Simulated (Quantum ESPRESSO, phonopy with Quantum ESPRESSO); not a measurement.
# Grüneisen parameters and expansion of LiCl (Fm-3m)

Which modes of LiCl drive its thermal expansion?

What experiment has found for this phase:
- volume expansion coefficient 131.4 1e-6/K and heat capacity C_P per formula unit 48.1 J/mol/K near room temperature (given in “High-Throughput Prediction of Finite-Temperature Properties using the Quasi-Harmonic Approximation”, 2016, arXiv:1603.06924)
- volume expansion coefficient 131.1 1e-6/K near room temperature (given in “Descriptors for thermal expansion in solids”, 2017, arXiv:1701.03966)

Method: DFT LDA, scalar-relativistic, plane waves, GBRV ultrasoft pseudopotentials, in Quantum ESPRESSO 7.5.

Report form: the programs' logs are mostly left out.

The database entry behind the starting cell differs from later determinations by our own check (0.1 to 0.3 % short, probably kX units), so it need not match the best structure at ambient conditions.

**1. Starting point**

Symmetry: Fm-3m, No. 225, cubic system. Conventional cell: a = 5.130 Å, b = 5.130 Å, c = 5.130 Å, α = 90.00°, β = 90.00°, γ = 90.00°. Nearest to Li lie 6 Cl at 2.56 Å. Cl has 6 Li at 2.56 Å nearest. Farther neighbours and most contacts between anions are not listed.

**2. Probe on a coarse mesh**

Before spending time, one coarse run tells the gap and the pressure of the starting cell.

The input, probe.in:

```
&CONTROL
  calculation = 'scf'
  prefix      = 'x'
  outdir      = './tmp'
  pseudo_dir  = './pseudo'
  tprnfor     = .true.
  tstress     = .true.
  verbosity   = 'high'
/
&SYSTEM
  ibrav       = 0
  nat         = 2
  ntyp        = 2
  ecutwfc     = 45.0
  ecutrho     = 270.0
  occupations = 'smearing'
  smearing    = 'gaussian'
  degauss     = 0.01
/
&ELECTRONS
  conv_thr         = 1.0d-07
  mixing_beta      = 0.7
  electron_maxstep = 100
/
ATOMIC_SPECIES
 Li      6.9400  Li.upf
 Cl     35.4500  Cl.upf
CELL_PARAMETERS angstrom
     0.000000000    2.564770000    2.564770000
     2.564770000    0.000000000    2.564770000
     2.564770000    2.564770000    0.000000000
ATOMIC_POSITIONS crystal
 Li     0.000000000   0.000000000   0.000000000
 Cl     0.500000000   0.500000000   0.500000000
K_POINTS automatic
 6 6 6 0 0 0
```

Launch:

```
$ OMP_NUM_THREADS=1 mpirun -n 4 pw.x -nk 4 -in probe.in > probe.out
```

Elapsed: 2 s, on 4 MPI ranks of Intel Xeon 6975P-C (Granite Rapids), shared host.

A gap read on the k-mesh alone can miss the band edges.

Numbers from this step:

```
volume per atom   : 16.87 Å³
pressure          : -3.264 GPa
gap on the k-mesh : 5.985 eV
```

The start is under -3.3 GPa at this level and looks like an insulator or semiconductor on this mesh.

**3. Finding the static equilibrium**

The vibrations must be taken about the equilibrium of this functional, not about the starting cell, so the structure is relaxed.

The input, relax.in:

```
&CONTROL
  calculation   = 'vc-relax'
  prefix        = 'x'
  outdir        = './tmp'
  pseudo_dir    = './pseudo'
  tprnfor       = .true.
  tstress       = .true.
  forc_conv_thr = 2.0d-05
  etot_conv_thr = 1.0d-07
  nstep         = 40
/
&SYSTEM
  ibrav       = 0
  nat         = 2
  ntyp        = 2
  ecutwfc     = 45.0
  ecutrho     = 270.0
  occupations = 'fixed'
  nbnd        = 7
/
&ELECTRONS
  conv_thr         = 1.0d-11
  mixing_beta      = 0.7
  electron_maxstep = 100
/
&IONS
/
&CELL
  press_conv_thr = 0.1
/
ATOMIC_SPECIES
 Li      6.9400  Li.upf
 Cl     35.4500  Cl.upf
CELL_PARAMETERS angstrom
     0.000000000    2.564770000    2.564770000
     2.564770000    0.000000000    2.564770000
     2.564770000    2.564770000    0.000000000
ATOMIC_POSITIONS crystal
 Li     0.000000000   0.000000000   0.000000000
 Cl     0.500000000   0.500000000   0.500000000
K_POINTS automatic
 8 8 8 0 0 0
```

Launch:

```
$ OMP_NUM_THREADS=1 mpirun -n 4 pw.x -nk 4 -in relax.in > relax.out
```

Wall time 8.1 s (4 MPI ranks); 32 s of CPU time.

Step by step:

| step | energy less that of the first step (eV) | largest force (eV/Å) | volume (Å³) |
| --- | --- | --- | --- |
| 1 | 0.0000 | 0.0000 | 33.74 |
| 2 | -0.0105 | 0.0000 | 33.19 |
| 3 | -0.0230 | 0.0000 | 32.36 |
| 4 | -0.0336 | 0.0000 | 31.15 |
| 5 | -0.0349 | 0.0000 | 30.51 |
| 6 | -0.0349 | 0.0000 | 30.58 |
| 7 | -0.0349 | 0.0000 | 30.58 |
| 8 | -0.0345 | 0.0000 | 30.58 |

| conventional cell, symmetrised | before | after | change |
| --- | --- | --- | --- |
| a (Å) | 5.130 | 4.964 | -3.2 % |
| b (Å) | 5.130 | 4.964 | -3.2 % |
| c (Å) | 5.130 | 4.964 | -3.2 % |
| volume (Å³/atom) | 16.87 | 15.29 | -9.4 % |

Final coordinates:

```cif
data_structure
_symmetry_space_group_name_H-M 'P 1'
_symmetry_Int_Tables_number 1
_cell_length_a 3.5099
_cell_length_b 3.5099
_cell_length_c 3.5099
_cell_angle_alpha 60.000
_cell_angle_beta 60.000
_cell_angle_gamma 60.000
_cell_volume 30.58
loop_
_atom_site_label
_atom_site_type_symbol
_atom_site_fract_x
_atom_site_fract_y
_atom_site_fract_z
_atom_site_occupancy
Li1 Li 0.00000 0.00000 0.00000 1
Cl2 Cl 0.50000 0.50000 0.50000 1
```

Numbers from this step:

```
volume per atom   : 15.29 Å³
pressure          : 0.004 GPa
gap on the k-mesh : 6.488 eV
```

After the last step pw.x solved the final cell once more on a basis chosen for it, which moves the energy without moving the atoms.

**4. Self-consistent run**

A tight ground state at this cell gives the energy of this member; its pressure is the stress at this cutoff, which can carry an offset from the finite basis.

The input, scf.in:

```
&CONTROL
  calculation = 'scf'
  prefix      = 'x'
  outdir      = './tmp'
  pseudo_dir  = './pseudo'
  tprnfor     = .true.
  tstress     = .true.
/
&SYSTEM
  ibrav       = 0
  nat         = 2
  ntyp        = 2
  ecutwfc     = 45.0
  ecutrho     = 270.0
  occupations = 'fixed'
  nbnd        = 7
/
&ELECTRONS
  conv_thr         = 1.0d-12
  mixing_beta      = 0.7
  electron_maxstep = 100
/
ATOMIC_SPECIES
 Li      6.9400  Li.upf
 Cl     35.4500  Cl.upf
CELL_PARAMETERS angstrom
     0.000000000    2.481870054    2.481870054
     2.481870054    0.000000000    2.481870054
     2.481870054    2.481870054    0.000000000
ATOMIC_POSITIONS crystal
 Li     0.000000000   0.000000000   0.000000000
 Cl     0.500000000   0.500000000   0.500000000
K_POINTS automatic
 8 8 8 0 0 0
```

Launch:

```
$ OMP_NUM_THREADS=1 mpirun -n 4 pw.x -nk 4 -in scf.in > scf.out
```

Wall time 2.4 s (4 MPI ranks).

On a basis chosen for the relaxed cell the pressure is 0.004 GPa, small enough for phonons.

**5. Born charges and dielectric tensor**

In a polar crystal the Born charges and ε∞ give the long-range dipole term that a finite supercell misses. They are those of this k-mesh and were not tested on a denser one; where the gap is small they converge slowly, and the LO modes with them.

The input, ph.in:

```
phonons
&INPUTPH
  prefix = 'x'
  outdir = './tmp'
  fildyn = 'x.dyn'
  tr2_ph = 1.0d-18
  epsil  = .true.
/
0.000000000 0.000000000 0.000000000
```

scf.in is that of step 4.

Launch:

```
$ OMP_NUM_THREADS=1 mpirun -n 4 ph.x -nk 4 -in ph.in > ph.out
```

Elapsed: 17 s, on 4 MPI ranks.

Numbers from this step:

```yaml
gamma_frequencies: -8.34, -8.34, -8.34, 229.5, 229.5, 229.5 cm⁻¹ (negative: imaginary)
gamma_symmetry: T_1u G_15 G_4- I, T_1u G_15 G_4- I, T_1u G_15 G_4- I, T_1u G_15 G_4- I, T_1u G_15 G_4- I, T_1u G_15 G_4- I
```

ε∞:

```
3.19 0.00 0.00
0.00 3.19 0.00
0.00 0.00 3.19
```

Born charge (rows field, columns displacement), before the sum rule (e), principal values of the symmetric part by kind of site:

| atom | atoms with these values | low | middle | high | mean |
| --- | --- | --- | --- | --- | --- |
| Li1 | 1 | 1.16 | 1.16 | 1.16 | 1.16 |
| Cl2 | 1 | -1.17 | -1.17 | -1.17 | -1.17 |

In full for Li1:

```
1.16 0.00 0.00
0.00 1.16 0.00
0.00 0.00 1.16
```

The Born charges sum to zero within 0.0069 e; the rest is removed before use. Acoustic frequencies in this log differ from zero by the error of the sum rule, which ph.x does not impose.

**6. A displaced supercell**

One atom (for the harmonic constants) or a pair of atoms (for the cubic ones) is moved by a few hundredths of an ångström; the forces on all atoms give a column of force constants. The threshold is tight because the forces are small.

System of this step: LiCl. The structure is orthorhombic, space group Imm2 (No. 44). Conventional cell: a = 7.020 Å, b = 9.927 Å, c = 7.020 Å, α = 90.00°, β = 90.00°, γ = 90.00°. Li has 6 Cl at 2.47 to 2.50 Å nearest. Nearest to Li lie 6 Cl at 2.48 Å. Cl has 6 Li at 2.48 Å nearest. Farther neighbours and most contacts between anions are not listed.

The input, disp-00001.in:

```
&CONTROL
  calculation = 'scf'
  prefix      = 'x'
  outdir      = './tmp'
  pseudo_dir  = './pseudo'
  tprnfor     = .true.
  disk_io     = 'none'
/
&SYSTEM
  ibrav       = 0
  nat         = 16
  ntyp        = 2
  ecutwfc     = 45.0
  ecutrho     = 270.0
  occupations = 'fixed'
  nbnd        = 42
/
&ELECTRONS
  conv_thr         = 1.0d-11
  mixing_beta      = 0.7
  electron_maxstep = 100
/
ATOMIC_SPECIES
 Li      6.9400  Li.upf
 Cl     35.4500  Cl.upf
CELL_PARAMETERS angstrom
     0.000000000    4.963740108    4.963740108
     4.963740108    0.000000000    4.963740108
     4.963740108    4.963740108    0.000000000
ATOMIC_POSITIONS crystal
 Li     0.002849089   0.000000000   0.000000000
 Li     0.500000000   0.000000000   0.000000000
 Li     0.000000000   0.500000000   0.000000000
 Li     0.500000000   0.500000000   0.000000000
 Li     0.000000000   0.000000000   0.500000000
 Li     0.500000000   0.000000000   0.500000000
 Li     0.000000000   0.500000000   0.500000000
 Li     0.500000000   0.500000000   0.500000000
 Cl     0.250000000   0.250000000   0.250000000
 Cl     0.750000000   0.250000000   0.250000000
 Cl     0.250000000   0.750000000   0.250000000
 Cl     0.750000000   0.750000000   0.250000000
 Cl     0.250000000   0.250000000   0.750000000
 Cl     0.750000000   0.250000000   0.750000000
 Cl     0.250000000   0.750000000   0.750000000
 Cl     0.750000000   0.750000000   0.750000000
K_POINTS automatic
 3 3 3 0 0 0
```

Launch:

```
$ OMP_NUM_THREADS=1 mpirun -n 2 pw.x -nk 2 -in disp-00001.in > disp-00001.out
```

The job ended after 45 s (2 MPI ranks; 90 s of CPU time).

This step gave:

| Property | Result |
| --- | --- |
| gap on the k-mesh | 6.487 eV |

At this level the gap is 6.49 eV on the k-mesh of the self-consistent run, which can miss the band edges.

**7. Forces on a displaced cell**

disp-00002.in, as its differences from disp-00001.in of step 6:

```diff
@@ -30,3 +30,3 @@
 ATOMIC_POSITIONS crystal
- Li     0.002849089   0.000000000   0.000000000
+ Li     0.000000000   0.000000000   0.000000000
  Li     0.500000000   0.000000000   0.000000000
@@ -38,3 +38,3 @@
  Li     0.500000000   0.500000000   0.500000000
- Cl     0.250000000   0.250000000   0.250000000
+ Cl     0.252849089   0.250000000   0.250000000
  Cl     0.750000000   0.250000000   0.250000000
```

Launch:

```
$ OMP_NUM_THREADS=1 mpirun -n 2 pw.x -nk 2 -in disp-00002.in > disp-00002.out
```

Wall time 45 s (2 MPI ranks).

**8. Lattice dynamics at this volume, V/V0 1**

This step: DFT LDA, scalar-relativistic, plane waves, GBRV ultrasoft pseudopotentials (phonopy with Quantum ESPRESSO 4.10.0 / 7.5).

Elapsed: 45 s, on 4 threads.

Numbers from this step:

- point group: m-3m
- highest frequency: 419.3 cm⁻¹
- Debye temperature from the second moment: 426 K
- lowest frequency on the path: 0 cm⁻¹
- zero-point energy: 0.07934 eV/cell
- Γ frequencies: 0, 0, 0, 230.1, 230.1, 230.1 cm⁻¹ (negative: imaginary)

Phonopy, LO-TO term from ph.x's tensors. The phonon branches at the labelled points (cm⁻¹):

| point | branch 1 | branch 2 | branch 3 | branch 4 | branch 5 | branch 6 |
| --- | --- | --- | --- | --- | --- | --- |
| Γ | 0 | 0 | 0 | 230 | 230 | 413 |
| halfway | 98 | 98 | 168 | 256 | 256 | 351 |
| X | 129 | 129 | 193 | 244 | 244 | 268 |
| halfway | 128 | 145 | 189 | 241 | 258 | 270 |
| U | 128 | 172 | 177 | 233 | 277 | 294 |
| jump to K | 128 | 172 | 177 | 233 | 277 | 294 |
| halfway | 110 | 112 | 168 | 210 | 271 | 394 |
| Γ | 0 | 0 | 0 | 230 | 230 | 413 |
| halfway | 93 | 93 | 152 | 232 | 232 | 416 |
| L | 127 | 127 | 215 | 236 | 236 | 419 |
| halfway | 133 | 147 | 198 | 233 | 256 | 363 |
| W | 158 | 164 | 164 | 260 | 272 | 272 |
| halfway | 140 | 145 | 185 | 252 | 256 | 272 |
| X | 129 | 129 | 193 | 244 | 244 | 268 |

Harmonic. Thermo, by row:

| T (K) | F_vib (meV/atom) | S (J/mol-atom/K) | C_V (J/mol-atom/K) |
| --- | --- | --- | --- |
| 0 | 39.67 | 0 | 0 |
| 50 | 39.49 | 1.479 | 4.195 |
| 100 | 37.34 | 7.156 | 12.69 |
| 150 | 32.01 | 13.35 | 17.66 |
| 200 | 23.64 | 18.83 | 20.29 |
| 250 | 12.63 | 23.53 | 21.76 |
| 300 | -0.64 | 27.58 | 22.65 |
| 350 | -15.87 | 31.12 | 23.22 |
| 400 | -32.82 | 34.24 | 23.6 |
| 450 | -51.3 | 37.04 | 23.87 |
| 500 | -71.16 | 39.57 | 24.07 |
| 550 | -92.27 | 41.87 | 24.21 |
| 600 | -114.5 | 43.98 | 24.33 |
| 650 | -137.8 | 45.93 | 24.42 |
| 700 | -162.1 | 47.74 | 24.49 |
| 750 | -187.3 | 49.43 | 24.55 |
| 800 | -213.3 | 51.02 | 24.59 |
| 850 | -240.1 | 52.51 | 24.63 |
| 900 | -267.7 | 53.92 | 24.66 |
| 950 | -296 | 55.26 | 24.69 |
| 1000 | -325 | 56.52 | 24.72 |

The modes has structure finer than the step of the table below, so its rows give means over 20 cm⁻¹, whole bins alone (the curve runs from -10 to 442 cm⁻¹). Peaks (cm⁻¹: height): Cl 129.2: 0.0580, 188.9: 0.0360; Li 234.4: 0.0376, 393.5: 0.0110.

Phonopy on the run's constants, 19x19x19 mesh, Gaussian sigma 3.2 cm⁻¹. Table of modes by wavenumber; means over each step; values in 1/cm⁻¹/cell:

| wavenumber (cm⁻¹) | Cl | Li |
| --- | --- | --- |
| 0 | 1.7e-5 | 2.9e-6 |
| 20 | 1.8e-4 | 3.4e-5 |
| 40 | 7.5e-4 | 1.3e-4 |
| 60 | 0.00202 | 3.1e-4 |
| 80 | 0.00448 | 5.8e-4 |
| 100 | 0.00963 | 9.7e-4 |
| 120 | 0.0328 | 0.00253 |
| 140 | 0.0334 | 0.00255 |
| 160 | 0.0157 | 0.00127 |
| 180 | 0.0209 | 0.00228 |
| 200 | 0.0171 | 0.00188 |
| 220 | 0.00262 | 0.0189 |
| 240 | 0.00424 | 0.0350 |
| 260 | 0.00332 | 0.0277 |
| 280 | 0.00125 | 0.0123 |
| 300 | 1.4e-4 | 0.00474 |
| 320 | 9.3e-5 | 0.00532 |
| 340 | 1.1e-4 | 0.00623 |
| 360 | 1.7e-4 | 0.00681 |
| 380 | 3.1e-4 | 0.00783 |
| 400 | 6.2e-4 | 0.00938 |
| 420 | 2.2e-4 | 0.00319 |

No LO-TO term. Modes at Γ, with each element's share of the kinetic energy:

| mode | frequency (cm⁻¹) | symmetry | Li % | Cl % |
| --- | --- | --- | --- | --- |
| 1 | 0.0 | T1u | 16 | 84 |
| 2 | 0.0 | T1u | 16 | 84 |
| 3 | 0.0 | T1u | 16 | 84 |
| 4 | 230.1 | T1u | 84 | 16 |
| 5 | 230.1 | T1u | 84 | 16 |
| 6 | 230.1 | T1u | 84 | 16 |

Displacements in mode 5 (230.1 cm⁻¹), the largest set to 1:
```
Li1  1.00  0.25 -0.62
Cl2 -0.20 -0.05  0.12
```

No mode is imaginary beyond numerical noise along the path.

The time given is that of the 2 pw.x runs on displaced cells behind this step.

**9. Self-consistent run, V/V0 1.015**

This step: DFT LDA, scalar-relativistic, plane waves, GBRV ultrasoft pseudopotentials (Quantum ESPRESSO 7.5).

System of this step: LiCl. It takes space group Fm-3m (No. 225, cubic). Conventional cell: a = 4.988 Å, b = 4.988 Å, c = 4.988 Å, α = 90.00°, β = 90.00°, γ = 90.00°. Nearest to Li lie 6 Cl at 2.49 Å. Nearest to Cl lie 6 Li at 2.49 Å. Farther neighbours and most contacts between anions are not listed.

scf.in: that of step 5 with these lines changed.

```diff
@@ -26,5 +26,5 @@
 CELL_PARAMETERS angstrom
-     0.000000000    2.481870054    2.481870054
-     2.481870054    0.000000000    2.481870054
-     2.481870054    2.481870054    0.000000000
+     0.000000000    2.494217869    2.494217869
+     2.494217869    0.000000000    2.494217869
+     2.494217869    2.494217869    0.000000000
 ATOMIC_POSITIONS crystal
```

Launch:

```
$ OMP_NUM_THREADS=1 mpirun -n 4 pw.x -nk 4 -in scf.in > scf.out
```

Run time: 2.3 s. Hardware: 4 MPI ranks; 8.5 s of CPU time.

At this level the gap is 6.47 eV on the k-mesh of the self-consistent run, which can miss the band edges.

**10. Zone-centre response**

ph.in is that of step 5.

scf.in is that of step 9.

Launch:

```
$ OMP_NUM_THREADS=1 mpirun -n 4 ph.x -nk 4 -in ph.in > ph.out
```

It took 17 s on 4 MPI ranks.

ε∞:

```
3.17 0.00 0.00
0.00 3.17 0.00
0.00 0.00 3.17
```

The Born charges sum to zero within 0.0069 e; the rest is removed before use. Acoustic frequencies in this log differ from zero by the error of the sum rule, which ph.x does not impose.

**11. Forces on a displaced cell**

System of this step: LiCl. The structure is orthorhombic, space group Imm2 (No. 44). The conventional cell has a = 7.055 Å, b = 9.977 Å, c = 7.055 Å, α = 90.00°, β = 90.00°, γ = 90.00°. Nearest to Li lie 6 Cl at 2.48 to 2.51 Å. Li has 6 Cl at 2.49 Å nearest. Nearest to Li lie 6 Cl at 2.49 Å. Nearest to Cl lie 6 Li at 2.49 Å. Farther neighbours and most contacts between anions are not listed.

disp-00001.in: that of step 6 with these lines changed.

```diff
@@ -26,7 +26,7 @@
 CELL_PARAMETERS angstrom
-     0.000000000    4.963740108    4.963740108
-     4.963740108    0.000000000    4.963740108
-     4.963740108    4.963740108    0.000000000
+     0.000000000    4.988435739    4.988435739
+     4.988435739    0.000000000    4.988435739
+     4.988435739    4.988435739    0.000000000
 ATOMIC_POSITIONS crystal
- Li     0.002849089   0.000000000   0.000000000
+ Li     0.002834984   0.000000000   0.000000000
  Li     0.500000000   0.000000000   0.000000000
```

Launch:

```
$ OMP_NUM_THREADS=1 mpirun -n 2 pw.x -nk 2 -in disp-00001.in > disp-00001.out
```

Elapsed: 46 s, on 2 MPI ranks.

**12. Lattice dynamics at this volume, V/V0 1.015**

This step: DFT LDA, scalar-relativistic, plane waves, GBRV ultrasoft pseudopotentials (phonopy with Quantum ESPRESSO 4.10.0 / 7.5).

Elapsed: 46 s, on 4 threads; 3 min of CPU time.

Phonopy, LO-TO term from ph.x's tensors. Phonon branches along the path, in cm⁻¹:

| point | branch 1 | branch 2 | branch 3 | branch 4 | branch 5 | branch 6 |
| --- | --- | --- | --- | --- | --- | --- |
| Γ | 0 | 0 | 0 | 220 | 220 | 407 |
| halfway | 97 | 97 | 162 | 247 | 247 | 346 |
| X | 128 | 128 | 192 | 233 | 233 | 257 |
| halfway | 127 | 143 | 188 | 230 | 248 | 260 |
| U | 126 | 169 | 176 | 223 | 267 | 286 |
| jump to K | 126 | 169 | 176 | 223 | 267 | 286 |
| halfway | 108 | 109 | 164 | 201 | 262 | 388 |
| Γ | 0 | 0 | 0 | 220 | 220 | 407 |
| halfway | 90 | 90 | 149 | 222 | 222 | 410 |
| L | 123 | 123 | 211 | 227 | 227 | 413 |
| halfway | 129 | 144 | 195 | 224 | 246 | 356 |
| W | 154 | 163 | 163 | 252 | 262 | 262 |
| halfway | 139 | 142 | 184 | 242 | 245 | 262 |
| X | 128 | 128 | 192 | 233 | 233 | 257 |

No mode is imaginary beyond numerical noise along the path. The highest zone-centre mode (no LO–TO term) moved by -4.5 % for a volume change of +1.5 %.

The time given is that of the 2 pw.x runs on displaced cells behind this step.

**13. Ground state at this cell, V/V0 0.985**

This step: DFT LDA, scalar-relativistic, plane waves, GBRV ultrasoft pseudopotentials (Quantum ESPRESSO 7.5).

System of this step: LiCl. The structure is cubic, space group Fm-3m (No. 225). The conventional cell has a = 4.939 Å, b = 4.939 Å, c = 4.939 Å, α = 90.00°, β = 90.00°, γ = 90.00°. Nearest to Li lie 6 Cl at 2.47 Å. Cl has 6 Li at 2.47 Å nearest. Farther neighbours and most contacts between anions are not listed.

scf.in: that of step 10 with these lines changed.

```diff
@@ -26,5 +26,5 @@
 CELL_PARAMETERS angstrom
-     0.000000000    2.494217869    2.494217869
-     2.494217869    0.000000000    2.494217869
-     2.494217869    2.494217869    0.000000000
+     0.000000000    2.469398135    2.469398135
+     2.469398135    0.000000000    2.469398135
+     2.469398135    2.469398135    0.000000000
 ATOMIC_POSITIONS crystal
```

Launch:

```
$ OMP_NUM_THREADS=1 mpirun -n 4 pw.x -nk 4 -in scf.in > scf.out
```

It took 2.3 s on 4 MPI ranks; 8.4 s of CPU time.

The run ends at a pressure of 0.65 GPa.

**14. Born charges and dielectric tensor**

ph.in is that of step 10.

scf.in is that of step 13.

Launch:

```
$ OMP_NUM_THREADS=1 mpirun -n 4 ph.x -nk 4 -in ph.in > ph.out
```

Elapsed: 17 s, on 4 MPI ranks; 65 s of CPU time.

ε∞:

```
3.21 0.00 0.00
0.00 3.21 0.00
0.00 0.00 3.21
```

The Born charges sum to zero within 0.0069 e; the rest is removed before use. Acoustic frequencies in this log differ from zero by the error of the sum rule, which ph.x does not impose.

**15. Forces on a displaced cell**

System of this step: LiCl. It takes space group Imm2 (No. 44, orthorhombic). Conventional cell: a = 6.985 Å, b = 9.878 Å, c = 6.985 Å, α = 90.00°, β = 90.00°, γ = 90.00°. Li has 6 Cl at 2.46 to 2.48 Å nearest. Nearest to Li lie 6 Cl at 2.47 Å. Li has 6 Cl at 2.47 Å nearest. Cl has 6 Li at 2.47 Å nearest. Farther neighbours and most contacts between anions are not listed.

disp-00001.in: that of step 11 with these lines changed.

```diff
@@ -26,7 +26,7 @@
 CELL_PARAMETERS angstrom
-     0.000000000    4.988435739    4.988435739
-     4.988435739    0.000000000    4.988435739
-     4.988435739    4.988435739    0.000000000
+     0.000000000    4.938796269    4.938796269
+     4.938796269    0.000000000    4.938796269
+     4.938796269    4.938796269    0.000000000
 ATOMIC_POSITIONS crystal
- Li     0.002834984   0.000000000   0.000000000
+ Li     0.002863478   0.000000000   0.000000000
  Li     0.500000000   0.000000000   0.000000000
```

Launch:

```
$ OMP_NUM_THREADS=1 mpirun -n 2 pw.x -nk 2 -in disp-00001.in > disp-00001.out
```

It took 45 s on 2 MPI ranks; 89 s of CPU time.

[end of part 1 of 2]

[Logs are printed without paths, hosts, clocks, repeated set-up lines and the standing remarks that a program may print on its own settings, such as how far it seeks lower states.]

[Hosts, paths, dates, database ids (printed as entryN), source tags and the programs' standing remarks are cut or masked in the printed files.]

[A step with changed settings may run another functional than the one named; its input shows which.]

[Of the runs on displaced cells, only some may be shown.]
